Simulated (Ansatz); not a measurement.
# H on Mg(0001): change of the work function

Aim: the work function of Mg(0001) at several coverages of H (fcc site), and the dipole that each adsorbate carries.

Program: Ansatz 0.2.0. Level of theory: plane-wave DFT, PBE, Ansatz PAW. Results are calculated unless marked as measured.

This is a report of a sequence of runs, with most program output left out.

## 1. The starting structure

The cell holds 4 atoms: 4 Mg. Cell: a = 3.210 Å, b = 3.210 Å, c = 25.820 Å, α = 90.0°, β = 90.0°, γ = 60.0°. Vacuum lies along c.

## 2. The clean slab

The bare slab comes first, as the zero from which every change is counted. The two lowest layers are held at bulk places and the upper ones relax. The dipole correction removes the false field that a one-sided slab makes across the periodic vacuum, so each face gets a flat vacuum level of its own.

Input file input.yaml:

```yaml
crystal:
  lattice:
    - [3.21, 0.0, 0.0]
    - [1.605, 2.7799415461, 0.0]
    - [0.0, 0.0, 25.81956]
  atoms:
    - { symbol: Mg, position: [0.6666666667, 0.6666666667, 0.3485729424] }
    - { symbol: Mg, position: [0.0, 0.0, 0.4495243141] }
    - { symbol: Mg, position: [0.6666666667, 0.6666666667, 0.5504756859] }
    - { symbol: Mg, position: [0.0, 0.0, 0.6514270576] }
kpoints:
  mp_grid: { grid: [12, 12, 1] }
hamiltonian:
  xc: pbe
scf:
  occupations: { method: fermi_dirac, width: 0.1 }
  convergence: { dr2_threshold: 1.0e-08 }
efield:
  axis: 3
  dipole_correction: true
  ramp_position: 0.97
  ramp_width: 0.06
relax:
  f_tol: 0.02
  max_steps: 60
  constraints: [{ sites: [0, 1] }]
output:
  write_potential: true
  write_density: true
  volumetric_format: npy
```

The run is started by

```console
> ansatz run input.yaml --threads 4 --pin off --max-ram 16384MiB --backend cpu --events-out ev --progress --plain --runs-dir out
```

Wall time 4.3 s (4 threads of Arm Neoverse V1, shared host); peak memory 0.47 GiB.

The steps of the relaxation:

```tsv
step	energy less that of the first step (eV)	largest force component (eV/Å)
1	0.0000	0.0442
2	-0.0007	0.0154
```

The run keeps the 6 symmetry operations that it works with, so distortions that break them were not tested.

The atoms that moved most (Å):

```tsv
atom	dx	dy	dz	length
Mg4	0.000	0.000	0.029	0.029
Mg3	0.000	0.000	0.005	0.005
```

Final coordinates:

```xyz
4
Lattice="3.2100 0.0000 0.0000 1.6050 2.7799 0.0000 0.0000 0.0000 25.8196" Properties=species:S:1:pos:R:3
Mg    3.2100    1.8533    9.0000
Mg    0.0000    0.0000   11.6065
Mg    3.2100    1.8533   14.2181
Mg    0.0000    0.0000   16.8482
```

This step gave:

| Property | Result |
| --- | --- |
| energy at zero smearing | -7694.5790 eV |
| work function, upper face | 3.787 eV |
| dipole along the normal | 2.19e-4 e·Å |

Running mean over 2.60652 Å of the planar mean; the ramp of the sawtooth is left out. Electron's electrostatic potential energy less the Fermi level against z:

```tsv
z (Å)	electron's electrostatic potential energy less the Fermi level (eV)
3.5	3.79
4.0	3.79
4.5	3.79
5.0	3.78
5.5	3.74
6.0	3.64
6.5	3.35
7.0	2.60
7.5	0.686
8.0	-2.09
8.5	-3.58
9.0	-4.02
9.5	-4.07
10.0	-4.04
10.5	-4.02
11.0	-4.01
11.5	-4.00
12.0	-3.99
12.5	-3.98
13.0	-3.98
13.5	-3.99
14.0	-4.00
14.5	-3.99
15.0	-3.95
15.5	-3.89
16.0	-3.97
16.5	-4.06
17.0	-3.95
17.5	-3.30
18.0	-1.31
18.5	1.45
19.0	2.90
19.5	3.47
20.0	3.68
20.5	3.75
21.0	3.78
21.5	3.78
22.0	3.79
22.5	3.79
```

The relaxation took 2 steps and lowered the energy by 7.4e-4 eV; the largest force on the free atoms ends at 0.015 eV/Å.

The work function of the upper face is 3.79 eV.

## 3. The covered slab, k-mesh 4×4×1, coverage 0.111 ML

System of this step: H/Mg(0001). The cell holds 37 atoms: 36 Mg and 1 H. Cell: a = 9.630 Å, b = 9.630 Å, c = 26.448 Å, α = 90.0°, β = 90.0°, γ = 60.0°. Vacuum lies along c.

The clean slab as it ended is repeated in the plane and the adsorbate is set on one face; the cell's size fixes the coverage, and the k-mesh shrinks with it to keep the sampling density about even. Adsorbate and upper layers relax, since the dipole depends on the height.

Input file input.yaml:

```yaml
crystal:
  lattice:
    - [9.6299999999, 0.0, 0.0]
    - [4.815, 8.3398246384, 0.0]
    - [0.0, 0.0, 26.4482467859]
  atoms:
    - { symbol: Mg, position: [0.2222222222, 0.2222222222, 0.3402872059] }
    - { symbol: Mg, position: [0.0, 0.0, 0.4388389179] }
    - { symbol: Mg, position: [0.2222222222, 0.2222222222, 0.5375833639] }
    - { symbol: Mg, position: [0.0, 0.0, 0.6370269804] }
    - { symbol: Mg, position: [0.2222222222, 0.5555555556, 0.3402872059] }
    - { symbol: Mg, position: [0.0, 0.3333333333, 0.4388389179] }
    - { symbol: Mg, position: [0.2222222222, 0.5555555556, 0.5375833639] }
    - { symbol: Mg, position: [0.0, 0.3333333333, 0.6370269804] }
[... 25 atom lines left out ...]
    - { symbol: Mg, position: [0.6666666667, 0.6666666667, 0.4388389179] }
    - { symbol: Mg, position: [0.8888888889, 0.8888888889, 0.5375833639] }
    - { symbol: Mg, position: [0.6666666667, 0.6666666667, 0.6370269804] }
    - { symbol: H, position: [0.1111111111, 0.1111111111, 0.6597127941] }
kpoints:
  mp_grid: { grid: [4, 4, 1] }
hamiltonian:
  xc: pbe
scf:
  occupations: { method: fermi_dirac, width: 0.1 }
  convergence: { dr2_threshold: 1.0e-08 }
efield:
  axis: 3
  dipole_correction: true
  ramp_position: 0.97
  ramp_width: 0.06
relax:
  f_tol: 0.02
  max_steps: 60
  constraints:
    - { sites: [0, 1, 4, 5, 8, 9, 12, 13, 16, 17, 20, 21, 24, 25, 28, 29, 32, 33] }
output:
  write_potential: true
  write_density: true
  volumetric_format: npy
```

The job ended after 3 min (4 threads; peak memory 7.4 GiB).

The steps of the relaxation:

```tsv
step	energy less that of the first step (eV)	largest force component (eV/Å)
1	0.0000	0.3182
2	-0.0426	0.0697
3	-0.0456	0.0163
```

The run keeps the 6 symmetry operations that it works with, so distortions that break them were not tested.

The atoms that moved most (Å):

```tsv
atom	dx	dy	dz	length
H37	0.000	0.000	0.270	0.270
Mg32	-0.019	0.011	-0.037	0.043
Mg24	0.000	-0.022	-0.037	0.043
Mg20	0.019	0.011	-0.037	0.043
Mg8	0.000	-0.024	0.024	0.034
Mg16	-0.021	0.012	0.024	0.034
Mg4	0.021	0.012	0.024	0.034
Mg19	0.004	0.002	-0.022	0.022
```

The relaxed structure:

```
Mg H
1.0
     9.63000    0.00000    0.00000
     4.81500    8.33982    0.00000
     0.00000    0.00000   26.44825
Mg H
36 1
Cartesian
  3.2100 1.8533 9.0000
  0.0000 0.0000 11.6065
  3.2098 1.8532 14.2255
  0.0210 0.0121 16.8721
  4.8150 4.6332 9.0000
  1.6050 2.7799 11.6065
  4.8112 4.6354 14.1962
  1.6050 2.7557 16.8721
  6.4200 7.4132 9.0000
  3.2100 5.5599 11.6065
  6.4200 7.4134 14.2255
  3.2202 5.5540 16.8603
  6.4200 1.8533 9.0000
  3.2100 0.0000 11.6065
  6.4200 1.8489 14.1962
  3.1890 0.0121 16.8721
  8.0250 4.6332 9.0000
  4.8150 2.7799 11.6065
  8.0288 4.6354 14.1962
  4.8338 2.7908 16.8109
  9.6300 7.4132 9.0000
  6.4200 5.5599 11.6065
  9.6359 7.4097 14.2201
  6.4200 5.5382 16.8109
  9.6300 1.8533 9.0000
  6.4200 0.0000 11.6065
  9.6302 1.8532 14.2255
  6.4200 0.0118 16.8603
  11.2350 4.6332 9.0000
  8.0250 2.7799 11.6065
  11.2350 4.6401 14.2201
  8.0062 2.7908 16.8109
  12.8400 7.4132 9.0000
  9.6300 5.5599 11.6065
  12.8341 7.4097 14.2201
  9.6198 5.5540 16.8603
  1.6050 0.9266 17.7184
```

Numbers from this step:

* energy at zero smearing: -69267.1310 eV
* work function, upper face: 3.741 eV
* work function, lower face: 3.779 eV
* dipole along the normal: 0.01701 e·Å
* step between the vacuum levels: -0.03833 eV

Running mean over 2.60652 Å of the planar mean; the ramp of the sawtooth is left out. Electron's electrostatic potential energy less the Fermi level against z:

```tsv
z (Å)	electron's electrostatic potential energy less the Fermi level (eV)
4	3.78
5	3.76
6	3.63
7	2.59
8	-2.09
9	-4.02
10	-4.03
11	-4.01
12	-4.00
13	-4.00
14	-4.00
15	-3.94
16	-3.97
17	-4.03
18	-1.40
19	2.83
20	3.64
21	3.73
22	3.74
23	3.74
```

The relaxation took 3 steps and lowered the energy by 0.046 eV; the largest force on the free atoms ends at 0.016 eV/Å.

The covered face has 3.74 eV, -0.05 eV against the clean one; the bare back face has moved by -0.01 eV, a measure of how thin the slab is.

## 4. Adsorbate added, k-mesh 6×6×1, coverage 0.25 ML

System of this step: H/Mg(0001). The cell holds 17 atoms: 16 Mg and 1 H. Cell: a = 6.420 Å, b = 6.420 Å, c = 26.448 Å, α = 90.0°, β = 90.0°, γ = 60.0°. Vacuum lies along c.

Another coverage, to see how the dipoles act on each other as their distance changes.

Input file input.yaml:

```yaml
crystal:
  lattice:
    - [6.4199999999, 0.0, 0.0]
    - [3.21, 5.5598830922, 0.0]
    - [0.0, 0.0, 26.4482467859]
  atoms:
    - { symbol: Mg, position: [0.3333333333, 0.3333333333, 0.3402872059] }
    - { symbol: Mg, position: [0.0, 0.0, 0.4388389179] }
    - { symbol: Mg, position: [0.3333333333, 0.3333333333, 0.5375833639] }
    - { symbol: Mg, position: [0.0, 0.0, 0.6370269804] }
    - { symbol: Mg, position: [0.3333333333, 0.8333333333, 0.3402872059] }
    - { symbol: Mg, position: [0.0, 0.5, 0.4388389179] }
    - { symbol: Mg, position: [0.3333333333, 0.8333333333, 0.5375833639] }
    - { symbol: Mg, position: [0.0, 0.5, 0.6370269804] }
    - { symbol: Mg, position: [0.8333333333, 0.3333333333, 0.3402872059] }
    - { symbol: Mg, position: [0.5, 0.0, 0.4388389179] }
    - { symbol: Mg, position: [0.8333333333, 0.3333333333, 0.5375833639] }
    - { symbol: Mg, position: [0.5, 0.0, 0.6370269804] }
    - { symbol: Mg, position: [0.8333333333, 0.8333333333, 0.3402872059] }
    - { symbol: Mg, position: [0.5, 0.5, 0.4388389179] }
    - { symbol: Mg, position: [0.8333333333, 0.8333333333, 0.5375833639] }
    - { symbol: Mg, position: [0.5, 0.5, 0.6370269804] }
    - { symbol: H, position: [0.1666666667, 0.1666666667, 0.6597127941] }
kpoints:
  mp_grid: { grid: [6, 6, 1] }
hamiltonian:
  xc: pbe
scf:
  occupations: { method: fermi_dirac, width: 0.1 }
  convergence: { dr2_threshold: 1.0e-08 }
efield:
  axis: 3
  dipole_correction: true
  ramp_position: 0.97
  ramp_width: 0.06
relax:
  f_tol: 0.02
  max_steps: 60
  constraints: [{ sites: [0, 1, 4, 5, 8, 9, 12, 13] }]
output:
  dos: { projected: true, e_range: [-8, 4] }
  write_potential: true
  write_density: true
  volumetric_format: npy
  elf: true
```

It took 51 s on 4 threads; peak memory 2.2 GiB; 3.4 min of CPU time.

Step by step:

```tsv
step	energy less that of the first step (eV)	largest force component (eV/Å)
1	0.0000	0.3442
2	-0.0464	0.0672
3	-0.0495	0.0220
4	-0.0498	0.0017
```

Forces are held to the 6 operations that the run works with; a distortion that breaks them can't arise in this run.

The atoms that moved most (Å):

```tsv
atom	dx	dy	dz	length
H17	0.000	0.000	0.244	0.244
Mg16	0.000	0.000	-0.108	0.108
Mg15	0.000	0.000	-0.022	0.022
Mg3	-0.012	-0.007	-0.011	0.018
Mg11	0.012	-0.007	-0.011	0.018
Mg7	0.000	0.014	-0.011	0.018
Mg4	0.012	0.007	0.008	0.016
Mg8	0.000	-0.014	0.008	0.016
```

The relaxed structure:

```xyz
17
Lattice="6.4200 0.0000 0.0000 3.2100 5.5599 0.0000 0.0000 0.0000 26.4482" Properties=species:S:1:pos:R:3
Mg    3.2100    1.8533    9.0000
Mg    0.0000    0.0000   11.6065
Mg    3.1980    1.8463   14.2068
Mg    0.0124    0.0072   16.8561
Mg    4.8150    4.6332    9.0000
Mg    1.6050    2.7799   11.6065
Mg    4.8150    4.6471   14.2068
Mg    1.6050    2.7656   16.8561
Mg    6.4200    1.8533    9.0000
Mg    3.2100    0.0000   11.6065
Mg    6.4320    1.8463   14.2068
Mg    3.1976    0.0072   16.8561
Mg    8.0250    4.6332    9.0000
Mg    4.8150    2.7799   11.6065
Mg    8.0250    4.6332   14.1965
Mg    4.8150    2.7799   16.7399
H     1.6050    0.9266   17.6927
```

This step gave:

```yaml
energy_at_zero_smearing: -30794.2410 eV
work_function_upper_face: 3.672 eV
work_function_lower_face: 3.758 eV
dipole_along_the_normal: 0.01691 e·Å
step_between_the_vacuum_levels: -0.08575 eV
```

The density of states has structure finer than the step of the table below, so its rows give means over 0.5 eV, whole bins alone (the curve runs from -8 to 1.98 eV). Peaks (eV: height): -4.81: 24.7, -3.70: 18.3, -1.41: 13.6, -0.24: 14.0, 0.42: 21.0, 0.72: 14.6, 1.32: 16.9.

Density of states against energy, zero at the Fermi level; means over each step:

```tsv
energy (eV)	density of states (states/eV a cell)
-7.0	0
-6.5	1.25
-6.0	3.78
-5.5	2.50
-5.0	4.65
-4.5	2.37
-4.0	5.00
-3.5	4.96
-3.0	5.81
-2.5	4.67
-2.0	6.48
-1.5	6.02
-1.0	7.11
-0.5	7.38
0.0	7.43
0.5	7.32
1.0	9.02
1.5	8.73
```

Projected DOS per atom over height of the atomic layer and energy from the Fermi level. Layers: Mg4 Mg4 Mg4 Mg4 H from below.

Values in states/eV, 22 rows by 5 columns, each cell a mean:
```
0.08 0.10 0.09 0.10 0.05
0.13 0.12 0.11 0.13 0.06
0.21 0.14 0.15 0.20 0.05
0.15 0.11 0.10 0.17 0.09
0.12 0.14 0.14 0.15 0.06
0.15 0.14 0.15 0.16 0.11
0.26 0.21 0.19 0.27 0.10
0.25 0.28 0.29 0.21 0.18
0.39 0.31 0.30 0.37 0.11
0.28 0.24 0.22 0.24 0.15
0.33 0.32 0.34 0.24 0.14
0.30 0.24 0.23 0.25 0.17
0.30 0.27 0.25 0.23 0.33
0.21 0.23 0.27 0.16 0.13
0.22 0.18 0.25 0.11 0.32
0.19 0.20 0.28 0.09 0.37
0.11 0.26 0.09 0.10 0.41
0.09 0.19 0.17 0.32 0.93
0.02 0.09 0.14 0.11 0.16
0.00 0.00 0.00 0.00 0.00
0.00 0.00 0.00 0.00 0.00
0.00 0.00 0.00 0.00 0.00
```
Columns: height of the atomic layer (Å) from 9 to 17.7 (not evenly spaced); rows upwards: energy from the Fermi level (eV) from -7.96 to 1.95.

Valence density in the ca plane at fractional y = 0.000, with atoms of Mg within 0.2 Å of it. It is the smooth field of the valence electrons, not physical close to the nuclei.

Ten steps, logarithmic in the rise over the least value, from '0' (0 e/Å³) to '9' (24 e/Å³), each cell a mean:
```
00001488410000000002786100000000000000000000
00000133100000000001232000000000000000000000
00000000000000000000000000000000000000000000
00000000000000000000000000000000000000000000
00000000000000000000000000000000000000000000
00000000000000000000000000000000000000000000
00000144100000000001342000000000000000000000
00001488510000000003786100000000000000000000
00001599510000000003897200000000000000000000
00000366300000000002674100000000000000000000
00000011000000000000111000000000000000000000
00000000000000000000000000000000000000000000
00000000000000000000001100000000000000000000
00000000000000000000000000000000000000000000
00000011000000000000111000000000000000000000
00000366300000000001674100000000000000000000
00001599610000000003897200000000000000000000
```
Columns run along c (16.0 Å, from fractional 0.35 to 0.96 of the cell), rows up along a (6.4 Å). Atoms in or near the plane, at fractional coordinates: Mg at (0.44, 0.00), Mg at (0.64, 0.00), Mg at (0.44, 0.50), Mg at (0.64, 0.50).

ELF in the ca plane at fractional y = 0.000, with atoms of Mg within 0.2 Å of it. It is the smooth field of the valence electrons, not physical close to the nuclei.

Ten even steps from '0' (0.00) to '9' (0.77), each cell a mean:
```
98741344315788888612544112210000000000000000
77752132126776677630231135320000000000000000
24565311356632235653223677421000000000000000
01466766666410013556789997531000000000000000
01466766666410013556789997531000000000000000
24565311356642235653223577421000000000000000
77752133126776677631231135320000000000000000
98741344315788888612444112210000000000000000
98741433414788888613435101100000000000000000
87751244215777788721443112100000000000000000
45664111146753357751111244200000000000000000
12566544566520025763235886310000000000000000
01467777766410014664357997410000000000000000
12566544566520025763235886310000000000000000
45664111146753357751111244200000000000000000
87751244215777788721453012100000000000000000
98741433414788888613435201100000000000000000
```
Columns run along c (16.0 Å, from fractional 0.35 to 0.96 of the cell), rows up along a (6.4 Å). Atoms in or near the plane, at fractional coordinates: Mg at (0.44, 0.00), Mg at (0.64, 0.00), Mg at (0.44, 0.50), Mg at (0.64, 0.50).

Electrostatic potential energy in the ca plane at fractional y = 0.000, with atoms of Mg within 0.2 Å of it. With pseudopotentials it is smooth inside the atoms' cores, unlike the true potential.

Ten even steps from '0' (-48 eV) to '9' (4 eV), each cell a mean:
```
99997300379999999985001689999999999999999999
99998744789999999987546899999999999999999999
89999888899988889998888999999999999999999999
88999999999988889999999999999999999999999999
88999999999988889999999999999999999999999999
89999888899988889998888999999999999999999999
99998744789999999987546899999999999999999999
99997300379999999985001689999999999999999999
99997200279999999984000689999999999999999999
99998511589999999986213789999999999999999999
89998877889998899998767899999999999999999999
88999988999988889999889999999999999999999999
88999999999987789999999999999999999999999999
88999988999988889999889999999999999999999999
89998877889998899998767899999999999999999999
99998511589999999986213789999999999999999999
99997200279999999984000689999999999999999999
```
Columns run along c (16.0 Å, from fractional 0.35 to 0.96 of the cell; values clipped at the 3rd and 97th percentile), rows up along a (6.4 Å). Atoms in or near the plane, at fractional coordinates: Mg at (0.44, 0.00), Mg at (0.64, 0.00), Mg at (0.44, 0.50), Mg at (0.64, 0.50).

The relaxation took 4 steps and lowered the energy by 0.050 eV; the largest force on the free atoms ends at 0.0017 eV/Å.

By hand: a sheet of dipoles makes a step −p/(ε₀A) in the electron's potential. With e/ε₀ = 180.95 V·Å, p = 0.01691 e·Å and A = 35.69 Å², that is −180.95 × (0.01691) / 35.69 = -0.086 eV, and the two vacuum levels of the run differ by -0.086 eV.

The covered face has 3.67 eV, -0.12 eV against the clean one; the bare back face has moved by -0.03 eV, a measure of how thin the slab is.

[end of part 1 of 2]

[Logs are printed without paths, hosts, clocks, repeated set-up lines and the standing remarks that a program may print on its own settings, such as how far it seeks lower states.]

[Hosts, paths, dates, database ids (printed as entryN), source tags and the programs' standing remarks are cut or masked in the printed files.]

[Maps of the electrostatic potential energy from Ansatz leave out the sawtooth potential of an applied field or a dipole correction, so their vacuum need not be flat; planar profiles and work functions include it.]

[The density of states shown here was stored with 400 of the rows of the run's finer table, so its peaks can read low, often by over a quarter, or be missed, and its means over a window can be off by a tenth or more.]
